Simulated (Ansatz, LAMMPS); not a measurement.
# Static equation of state of amorphous Si0.40C0.60 (202 atoms)

Density of this cell: 2.94 g/cm³. The cell holds 202 atoms: 81 Si and 121 C. Cell: a = 12.598 Å, b = 12.892 Å, c = 12.971 Å, α = 89.6°, β = 90.9°, γ = 89.8°. The starting structure: 202 atoms (81 Si, 121 C) placed at random at 2.88 g/cm³, melted at 4500 K for 10 ps at fixed volume with the Erhart-Albe potential (Erhart and Albe, Phys. Rev. B 71, 035211 (2005)). Quenched from 4500 K to 700 K at 100 K/ps and fixed volume, held 5 ps, then minimised at fixed cell.

Calculated with Ansatz 0.2.0: Kohn-Sham DFT, PBEsol, PAW (set soft_1), plane waves; cutoff 420 eV, Γ point, fermi-dirac smearing of 0.05 eV. Cell and atoms were relaxed first, to V0 = 10.427 Å³ an atom at a residual P0 = 0.019 GPa. The cell was then scaled evenly, and the atoms were relaxed at each volume.

```
volume (Å³/atom)  pressure (GPa)
          9.3843               ?
          9.8014           11.55
          10.114           5.375
          10.740          -4.393
          11.053          -8.435
```

**Question.** Fit the third-order Birch–Murnaghan equation to the rows given and extrapolate to the withheld row.

**Working.**

Take the Eulerian strain f = ½[(V0/V)^(2/3) − 1] and the normalised pressure F = (P − P0) / [3f(1 + 2f)^(5/2)]. The third-order Birch–Murnaghan equation is then the line F = B0 + (3/2)B0(B′ − 4) f, so u = f and v = F.

```
      u = f  v = F (GPa)
  0.0210565      164.672
  0.0102567      165.473
-0.00975644      158.334
 -0.0190508      163.003
```

With n = 4: mean u = 6.2648e-4, mean v = 162.870, Σ(u − ū)² = 0.0010051, Σ(u − ū)(v − v̄) = 0.10635. Slope b = 0.10635 / 0.0010051 = 105.81; intercept a = v̄ − b ū = 162.80.

So B0 = a = 163 GPa and B′ = 4 + 2b/(3a) = 4.43. At the withheld volume f = 0.03638, F = a + b f = 166.7 GPa, and P = P0 + 3f(1 + 2f)^(5/2) F.

Prediction at 9.3843: 21.70 GPa. The run gave 19.37 GPa, so the fit is high by 2.3 GPa (12 % of the value).

The series isn't one smooth equation of state: even a line fitted to all rows, the withheld one included, misses F by up to 4.8 % and an atom moves over 0.5 Å in some relaxation. B0 and B′ are then only the numbers of this fit, not moduli of the material. Among the rows given, the largest miss of the fit is at 11.053, by 0.11 GPa (0.41 % of the range of the table).

Limits: Static cells at zero temperature; the cell shape is held. The program notes that the SCF threshold of these relaxations is loose for the stress. The quench rate of 100 K/ps is many orders above laboratory rates, so the cell is likely richer in defects and strain than a real sample. The network of bonds at the start is that of the classical potential that made the cell, and needn't be the one that DFT or experiment would give. Only the Γ point is sampled, in a cell whose shortest periodic width is 13 Å, which is coarse for a cell with partly filled levels.

[Logs are printed without paths, hosts, clocks, repeated set-up lines and the standing remarks that a program may print on its own settings, such as how far it seeks lower states.]

[Hosts, paths, dates, database ids (printed as entryN), source tags and the programs' standing remarks are cut or masked in the printed files.]
